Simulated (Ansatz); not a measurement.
# Zn2As2Pb (built on the sites of a database entry of CaCd2As2): phonons and vibrational spectra, part 2 of 2

Aim: the vibrations of Zn2As2Pb (built on the sites of a database entry of CaCd2As2), their spectra, and whether the structure is stable.

Ansatz 0.2.0; DFT r2SCAN, scalar-relativistic, plane waves, PAW.

So far. Step 4 (Relaxing to small forces for the phonons): The largest force component left is 0.29 meV/Å and the pressure is -0.003 GPa, within the tolerances set. The cell now holds 22.14 Å³/atom. The relaxed cell has a = 4.202, c = 7.241 Å (conventional setting).

The structure was built from a prototype and need not be the compound's stable phase.

## (5) Zone-centre response

The zone centre is the only wavevector solved here; it holds the modes that light can see, as far as symmetry allows. No field response is asked, since the mesh shows no gap.

File input.yaml:

```yaml
crystal:
  lattice:
    - [4.2018770291, 0.0, 0.0]
    - [-2.1009385146, 3.6389322508, 0.0]
    - [0.0, 0.0, 7.2414025437]
  atoms:
    - { symbol: Pb, position: [0.0, 0.0, 0.0] }
    - { symbol: Zn, position: [0.3333333333, 0.6666666667, 0.6291360433] }
    - { symbol: Zn, position: [0.6666666667, 0.3333333333, 0.3708639567] }
    - { symbol: As, position: [0.3333333333, 0.6666666667, 0.2686316575] }
    - { symbol: As, position: [0.6666666667, 0.3333333333, 0.7313683425] }
kpoints:
  mp_grid: { grid: [12, 12, 6] }
hamiltonian:
  xc: r2scan
scf:
  occupations: { method: methfessel_paxton, width: 0.2 }
output:
  eigenvalues: true
phonons:
  method: dfpt
```

Command:

```console
$ ansatz run input.yaml --threads 8 --pin off --max-ram 14336MiB --backend cpu --events-out ev --progress --plain --runs-dir out
```

Numbers of over 12 decimals in the logs are rounded to 6 here.

The log of the run:

```text
[...]
Crystal: 5 atoms, lattice volume = 110.724 Å³
Basis set: ecut = 500 eV, 2853 PW (Γ), exchange–correlation on 160×160×270 points (125 copies of the dense FFT grid, shifted against one another)
Bands: 41, of which v1, the nominal top of the filled ones, is band 34 counted from 1 (33 counted from 0)
Symmetry: 12 space group operations
k-points: 242 of 864 (irreducible under 2 space group operations, time reversal used)
[...]
SCF iter   1: F=—  HF=-28302.367838 eV  |F-HF|=—  |Δ(HF+E_count)|=         —  Δρ=1.38e-2  dr2=1.18e-1  dr2_τ=7.65e-3  ethr=1.77e-3  ⟨swp⟩=6.8  Hψ=41313  notcnv=0
[...]
SCF iter  14: F=-28302.356692 eV  HF=-28302.356692 eV  |F-HF|=0.00e0  |Δ(HF+E_count)|=    0.00e0  S|Δr|=    0.00e0  Δρ=3.68e-8  dr2=1.38e-12  dr2_τ=7.70e-15  ethr=1.00e-12  ⟨swp⟩=5.0  Hψ=39320  notcnv=0
SCF 1 converged in 14 iterations: F = -28302.356692 eV  dr2 = 1.38e-12
[...]
DFPT response loops at Γ: preconditioner auto → Kerker (q_TF=auto, 2.515 Å⁻¹) (partly filled bands, converged f_vac=0.029); β = 1.00, the filter's whole step (`scf.mixing.beta` (0.50) is not read by the response loops under this deck's `scf.mixing.preconditioner`; to damp them name `kerker` or `kerker_dos`, under which they read `scf.mixing.beta`, and type it under 1.00, their step now; both keys bind the ground state too); Broyden in place of MSR1
SCF converged after 14 iterations
[...]
Free energy (F): -28302.356692 eV
[...]
Internal energy: -28302.357781 eV  (E = F + TS)
E sigma→0 (E₀):  -28302.356965 eV
Entropy (-TS):   0.001089 eV (0.218 meV/atom)
Fermi energy:    9.930887 eV
Step filling:    the computed levels leave a gap of 0.0000 eV = 0.0 smearing widths at the electron count; against every level under it full and every level over it empty, smearing changes F+E_penalty+E_count by +0.194 meV and its σ→0 estimate by -0.078 meV
[...]
--- Band table (eV; the first three rows and the last of 242) ---
  k-point 0: bands = [... 30 lower, 8.5358, 8.5358, 9.0942, 9.0942, 10.1633, 12.1978, 12.1978, 12.6645, ... 3 higher]
  k-point 1: bands = [... 30 lower, 8.5058, 9.0125, 9.1641, 9.1641, 10.2105, 12.0596, 12.0596, 12.0785, ... 3 higher]
  k-point 2: bands = [... 30 lower, 8.4585, 9.2992, 9.2992, 9.7749, 10.3182, 11.2809, 11.8016, 11.8016, ... 3 higher]
  k-point 241: bands = [... 30 lower, 5.6142, 7.3193, 7.3202, 8.8860, 10.6019, 10.9279, 12.0830, 14.1270, ... 3 higher]
--- Phonons (Γ-DFPT): 6 representative perturbations + reference, on 242 of 864 k-points (Σ response iterations 55) ---
  k mesh reduced under 2 symmetry operations, with k and −k counted as one. Each operation leaves every solved perturbation unchanged. A smaller set is not considered because the functional reads the kinetic-energy density
  ASR residual: 3.220e-4 → 0.000e0 eV/Å²; symmetrization residual: 1.151e-4 eV/Å²
  ASR residual per site (eV/Å²): 3.22e-4 1.16e-4 1.16e-4 2.61e-4 2.61e-4
  Γ frequencies (cm⁻¹): 0.00 0.00 0.00 40.84 40.84 65.76 65.76 80.80 106.15 149.01 164.43 164.43 173.41 186.68 186.68
  non-analytic LO–TO correction: not included (Born effective charges unavailable; polar crystals: no LO–TO splitting at Γ)
```

Wall time 9.6 min (8 threads of Arm Neoverse V1, shared host); peak memory 5.6 GiB; 75 min of CPU time.

Reading the cycles: dr2 is the Hartree energy of the density residual (eV), the measure of convergence; HF is the Harris–Foulkes estimate of the energy, which meets the free energy F at convergence.

Numbers from this step:

```yaml
sum_rule_residual_before_enforcement: 3.22e-4 eV/Å²
point_group: -3m
highest_optical_mode_at_the_zone_centre_no_lo_to_term: 186.7 cm⁻¹
lowest_optical_zone_centre_mode: 40.84 cm⁻¹
```

Patterns of degenerate modes are one choice out of their space. Modes at Γ, with each element's share of the kinetic energy:

```csv
mode,frequency (cm⁻¹),symmetry,Pb %,Zn %,As %
1,0.0,acoustic,42,27,31
2,0.0,acoustic,42,27,31
3,0.0,acoustic,42,27,31
4,40.8,Eu,57,15,28
5,40.8,Eu,57,15,28
6,65.8,Eg,0,50,50
7,65.8,Eg,0,50,50
8,80.8,A2u,45,0,54
9,106.2,A1g,0,88,12
10,149.0,A2u,12,73,15
11,164.4,Eu,0,58,41
12,164.4,Eu,0,58,41
13,173.4,A1g,0,12,88
14,186.7,Eg,0,50,50
15,186.7,Eg,0,50,50
```

Displacements in mode 5 (40.8 cm⁻¹), the largest set to 1:
```
Pb1 -0.01  1.00  0.00
Zn2  0.00 -0.64  0.00
Zn3  0.00 -0.64  0.00
As4  0.00 -0.82  0.00
As5  0.00 -0.82  0.00
```

Displacements in mode 6 (65.8 cm⁻¹), the largest set to 1:
```
Pb1  0.00  0.00  0.00
Zn2 -0.14  1.00  0.00
Zn3  0.14 -1.00  0.00
As4  0.13 -0.94  0.00
As5 -0.13  0.94  0.00
```

Before it was imposed, the acoustic sum rule was missed by 3.2e-4 eV/Å². Small misses are needed for a sound result but don't prove that mesh and cutoff are converged. The lowest optical mode is real, 40.8 cm⁻¹.

## (6) Isotope substitution, element Pb, natural mass 207.2 amu

An isotope changes the mass and not the force constants, so no new electronic calculation is needed; the shifts show which modes move this element.

The same force constants with the mass of Pb changed from 207.200 to 203.973 u (phonopy, no LO-TO term). Both lists are sorted by frequency; levels can cross, so a row need not hold one and the same mode. Modes under 3 cm⁻¹ are left out. Isotope shifts, by row:

```
    q  rank  natural mass (cm⁻¹)  changed mass (cm⁻¹)
0 0 0     4                40.84                41.03
0 0 0     5                40.84                41.03
0 0 0     6                65.76                65.76
0 0 0     7                65.76                65.76
0 0 0     8                 80.8                81.09
0 0 0     9                106.2                106.2
0 0 0    10                  149                149.2
0 0 0    11                164.4                164.4
0 0 0    12                164.4                164.4
0 0 0    13                173.4                173.4
0 0 0    14                186.7                186.7
0 0 0    15                186.7                186.7
```

A mode of this element alone would shift by +0.79 %. The highest zone-centre frequency without the field goes from 186.7 to 186.7 cm⁻¹ (+0.0 %). The product of the frequency ratios over all optical modes at Γ is 1.014; the product rule, (m/m′)^(3k/2) (M′/M)^(3/2) with k = 1 such atoms and M the mass of the cell, gives 1.014.

## (7) Another isotope, element Zn, natural mass 65.38 amu

The same for Zn, from 65.38 to 67.92 u.

The same force constants with the mass of Zn changed from 65.380 to 67.925 u (phonopy, no LO-TO term). Both lists are sorted by frequency; levels can cross, so a row need not hold one and the same mode. Modes under 3 cm⁻¹ are left out. Isotope shifts, by row:

| q | rank | natural mass (cm⁻¹) | changed mass (cm⁻¹) |
| --- | --- | --- | --- |
| 0 0 0 | 4 | 40.84 | 40.73 |
| 0 0 0 | 5 | 40.84 | 40.73 |
| 0 0 0 | 6 | 65.76 | 65.13 |
| 0 0 0 | 7 | 65.76 | 65.13 |
| 0 0 0 | 8 | 80.8 | 80.8 |
| 0 0 0 | 9 | 106.2 | 104.4 |
| 0 0 0 | 10 | 149 | 147 |
| 0 0 0 | 11 | 164.4 | 162.6 |
| 0 0 0 | 12 | 164.4 | 162.6 |
| 0 0 0 | 13 | 173.4 | 173 |
| 0 0 0 | 14 | 186.7 | 184.9 |
| 0 0 0 | 15 | 186.7 | 184.9 |

A mode of this element alone would shift by -1.89 %. The highest zone-centre frequency without the field goes from 186.7 to 184.9 cm⁻¹ (-0.9 %). The product of the frequency ratios over all optical modes at Γ is 0.906; the product rule, (m/m′)^(3k/2) (M′/M)^(3/2) with k = 2 such atoms and M the mass of the cell, gives 0.906.

## (8) Results

| Property | Result |
| --- | --- |
| space group after relaxation (within 0.01 Å) | P-3m1 |
| volume per atom | 22.1 Å³ |
| electronic character | no gap on this mesh |
| highest optical mode at the zone centre (no LO-TO term) | 187 cm⁻¹ |
| lowest optical zone-centre mode | 40.8 cm⁻¹ |
| imaginary modes at Γ (the only wavevector solved) | none |

The structure is stable against zone-centre distortions, since no mode there is imaginary; other wavevectors were not solved, so zone-boundary instabilities are untested. The optical modes at Γ span 41 to 187 cm⁻¹. No dispersion was computed. With no gap, or one that is small against the smearing, the frequencies hang on the k mesh and the smearing, most of all near Kohn anomalies. Spin-orbit coupling is left out, which can matter for the heavy elements here. The starting cell was built on a prototype and not taken from a measurement, so the phase need not exist. These are harmonic frequencies at zero temperature: anharmonic shifts, linewidths and thermal expansion are left out.

[Logs are printed without paths, hosts, clocks, repeated set-up lines and the standing remarks that a program may print on its own settings, such as how far it seeks lower states.]

[Hosts, paths, dates, database ids (printed as entryN), source tags and the programs' standing remarks are cut or masked in the printed files.]
